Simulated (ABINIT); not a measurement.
**P2Ir (P2_1/c): G0W0 with ABINIT, start to end**

Aim: the G0W0 gap of P2Ir (P2_1/c) on LDA, step by step.

Main program and level: ABINIT 10.8.3; LDA and many-body steps on it, plane waves.

Report form: the programs' logs are mostly left out.

**1. Set-up**

It takes space group P2_1/c (No. 14, monoclinic). The conventional cell has a = 5.772 Å, b = 5.807 Å, c = 5.872 Å, α = 90.00°, β = 111.25°, γ = 90.00°. Nearest to P lie 1 P at 2.22 Å and 3 Ir at 2.41 to 2.42 Å. Nearest to P lie 1 P at 2.22 Å and 3 Ir at 2.33 to 2.35 Å. Ir has 6 P at 2.33 to 2.42 Å nearest. Farther neighbours are not listed.

The cell and positions are those that the Materials Project relaxed with its own functionals (PBE, PBE+U or r2SCAN), kept fixed. Spin-orbit coupling is left out unless a step names it.

**2. Ground state**

This step: ABINIT 10.8.3; DFT, LDA, plane waves, norm-conserving pseudopotentials.

The ground-state density comes first.

The input, run.abi:

```
acell 3*1.0 Angstrom
rprim 
  5.772335097500 0.000000000000 -0.000000000000
  0.000000000000 5.806731510000 0.000000000000
  -2.128499726500 0.000000000000 5.473140883600
ntypat 2
znucl 15 77
natom 12
typat 1 1 1 1 1 1 1 1 2 2 2 2
xred 
  0.158006700000 0.881881860000 0.870287720000
  0.841993300000 0.381881860000 0.629712280000
  0.841993300000 0.118118140000 0.129712280000
  0.158006700000 0.618118140000 0.370287720000
  0.334322990000 0.377205270000 0.188546390000
  0.665677010000 0.877205270000 0.311453610000
  0.665677010000 0.622794730000 0.811453610000
  0.334322990000 0.122794730000 0.688546390000
  0.271866410000 0.498830410000 0.791578690000
  0.728133590000 0.998830410000 0.708421310000
  0.728133590000 0.501169590000 0.208421310000
  0.271866410000 0.001169590000 0.291578690000
pp_dirpath "pseudos"
pseudos "P.upf, Ir.upf"
ecut 24
ngkpt 4 4 4
nshiftk 1
shiftk 0 0 0
kptopt 1
chksymbreak 0
nband 64
occopt 1
tolvrs 1e-08
nstep 60
prtwf 0
optforces 0
optstress 0
indata_prefix "in"
outdata_prefix "out"
tmpdata_prefix "tmp"
```

Command:

```console
> OMP_NUM_THREADS=1 mpirun -n 8 abinit run.abi > log
```

Elapsed: 83 s, on 8 MPI ranks of Intel Xeon 6975P-C (Granite Rapids), shared host; peak memory 1 GiB.

This step gave:

* total energy: -14036.4619 eV
* gap: 0.6207 eV
* k of the valence top: 0.5, 0.5, 0.5
* k of the conduction bottom: 0, 0, 0
* least direct gap: 1.526 eV

The gap is indirect, with the least direct gap 0.91 eV higher.

**3. Empty states on the mesh, 2×2×2 mesh, 191 bands**

The sums over transitions need many empty states on a uniform mesh; this step solves for them.

run.abi, as its differences from that of step 2:

```diff
@@ -25,3 +25,3 @@
 ecut 24
-ngkpt 4 4 4
+ngkpt 2 2 2
 nshiftk 1
@@ -30,9 +30,10 @@
 chksymbreak 0
-nband 64
-occopt 1
-tolvrs 1e-08
+iscf -2
+irdden 1
+istwfk *1
+nband 191
+nbdbuf 16
+tolwfr 1e-09
 nstep 60
-prtwf 0
-optforces 0
-optstress 0
+prtvol 0
 indata_prefix "in"
```

Elapsed: 61 s, on 8 MPI ranks; peak memory 0.97 GiB.

Numbers from this step:

| Item | Value |
| --- | --- |
| gap | 0.6207 eV |
| k of the valence top | 0.5, 0.5, 0.5 |
| k of the conduction bottom | 0, 0, 0 |
| least direct gap | 1.526 eV |
| k points computed | 8 |
| lowest point of the top converged band, above the valence top | 33.12 eV |

On this mesh the gap is 0.621 eV.

**4. Screening, 2×2×2 mesh, 175 bands, screening to 106.1 eV**

The RPA dielectric matrix is built and inverted for each q.

This step: RPA screening on LDA, plane waves, norm-conserving pseudopotentials.

run.abi, as its differences from that of step 3:

```diff
@@ -30,10 +30,11 @@
 chksymbreak 0
-iscf -2
-irdden 1
 istwfk *1
-nband 191
-nbdbuf 16
-tolwfr 1e-09
-nstep 60
-prtvol 0
+occopt 1
+irdwfk 1
+optdriver 3
+nband 175
+ecuteps 3.9
+inclvkb 2
+awtr 1
+symchi 1
 indata_prefix "in"
```

It took 2.5 min on 8 MPI ranks; peak memory 4.8 GiB; 20 min of CPU time.

Numbers from this step:

| Property | Result |
| --- | --- |
| ε∞ with local fields, on this mesh, along the program's q direction | 18.85 |
| the same without local fields | 20.00 |
| plasma frequency | 28.49 eV |
| plane waves in the screening matrix | 453 |

Local fields lower ε∞ by 6 %. On a Γ-centred mesh this coarse the value itself is usually too large, while a short band sum pulls it down.

**5. Self-energy, 2×2×2 mesh, 175 bands, screening to 106.1 eV**

The self-energy is evaluated for the states that the input lists, and the levels follow from it, in one-shot runs by the linearised quasiparticle equation.

This step: G0W0 on LDA, plane waves, norm-conserving pseudopotentials.

run.abi, as its differences from that of step 4:

```diff
@@ -33,8 +33,19 @@
 irdwfk 1
-optdriver 3
+optdriver 4
 nband 175
+gwcalctyp 0
+ecutsigx 24
+symsigma 1
+nkptgw 3
+kptgw 
+  0.5000000000 0.5000000000 0.5000000000
+  0.0000000000 0.0000000000 0.0000000000
+  0.0000000000 0.5000000000 0.5000000000
+bdgw 
+  53 56
+  53 56
+  53 56
 ecuteps 3.9
-inclvkb 2
-awtr 1
-symchi 1
+irdscr 1
+ppmodel 1
 indata_prefix "in"
```

It took 17 s on 8 MPI ranks; peak memory 2.7 GiB; 2.2 min of CPU time.

Numbers from this step:

| Property | Result |
| --- | --- |
| G0W0 gap on the points computed | 1.350 eV |
| starting gap on the mesh | 0.6207 eV |
| k of the valence top | 0, 0.5, 0.5 |
| k of the conduction bottom | 0, 0, 0 |
| Z at the valence top | 0.802 |
| Z at the conduction bottom | 0.798 |
| least direct G0W0 gap on the computed points | 2.151 eV |

The gap on the mesh goes from 0.62 eV to 1.35 eV, a correction of +0.73 eV.

Limits: finite bands, cutoff and mesh; no spin polarisation; d states lean on the start; no spin-orbit coupling; coarse k mesh. v1 is the top filled band, c1 the lowest empty one. The levels before and after the correction (eV, zero at the valence-band top of each column):

```
           conduction bottom  valence top
Kohn-Sham               0.62         0.00
     G0W0               1.35         0.00
```

```
                       level  energy (eV)
Kohn-Sham               Γ v2       -1.419
Kohn-Sham               Γ v1       -1.287
Kohn-Sham               Γ c1        0.621
Kohn-Sham               Γ c2        1.421
Kohn-Sham  (0 0.5 0.5) v2-v1       -0.117
Kohn-Sham  (0 0.5 0.5) c1-c2        1.409
     G0W0               Γ v2       -0.930
     G0W0               Γ v1       -0.817
     G0W0               Γ c1        1.350
     G0W0               Γ c2        1.771
     G0W0  (0 0.5 0.5) v2-v1        0.000
     G0W0  (0 0.5 0.5) c1-c2        2.151
```

**6. Where the time went**

Times are wall times on 8 MPI ranks of Intel Xeon 6975P-C (Granite Rapids), shared host, good to a factor of about two.

```
                    step     time  share  memory (GiB)
            ground state     83 s   27 %             1
empty states on the mesh     61 s   20 %          0.97
               screening  2.5 min   48 %           4.8
             self-energy     17 s    5 %           2.7
```

**7. Results**

```yaml
lda_gap: 0.62 eV, indirect
g0w0_gap_on_the_mesh: 1.35 eV
gw_settings: 2×2×2 mesh, 175 bands, screening to 106.1 eV, Godby-Needs plasmon pole
known_limits: not at the basis limit; no spin polarisation; d states lean on the start; no spin-orbit coupling; coarse k mesh
```

G0W0 moves the gap on the mesh from 0.62 eV to 1.35 eV (+0.73 eV), with Z of 0.80 and 0.80 at the edges. Local fields lower the RPA ε∞ on this mesh from 20.00 to 18.85; a Γ-centred mesh this coarse tends to raise both, most where the direct gap is narrow, while a short band sum lowers them. Only 3 of the mesh's irreducible points were corrected, so a valley elsewhere could overtake. The dearest step here is «screening». Bands and cutoff are finite, so the gap is not at the basis limit. The miss can reach some tenths of an eV and take either sign; the mesh is an error of its own. In the G0W0 run levels were corrected at 3 k points alone, so a gap called «on the mesh» is the least over those, and an edge elsewhere would be missed. The 2×2×2 mesh is coarse for this cell, which bears on the long-range parts of exchange and screening. The runs have no spin polarisation. For a closed low-spin shell that is the natural state; where a d or f shell is open it is a constraint, and the gap is then not the crystal's own. With d states at the gap, one-shot GW leans hard on its start. The many-body steps are scalar-relativistic: spin-orbit coupling is not in them.

[Paths, hosts, dates, memory and timing lines, banners, echoed tables and standing remarks are left out of the program output.]

[Logs are printed without paths, hosts, clocks, repeated set-up lines and the standing remarks that a program may print on its own settings, such as how far it seeks lower states.]

[Runs of the session that timed out or met a known fault of the program may be left out.]

[Hosts, paths, dates, database ids (printed as entryN), source tags and the programs' standing remarks are cut or masked in the printed files.]

[G0W0 gaps are taken among the corrected bands and points alone; a level outside them can change the order at an edge.]

[Where Ansatz stands beside ABINIT at settings called matched, ABINIT's density can come from a denser mesh and the files from another edition; pairs whose starting gaps differed by over 0.03 eV were left out, so agreement reads better than it is.]
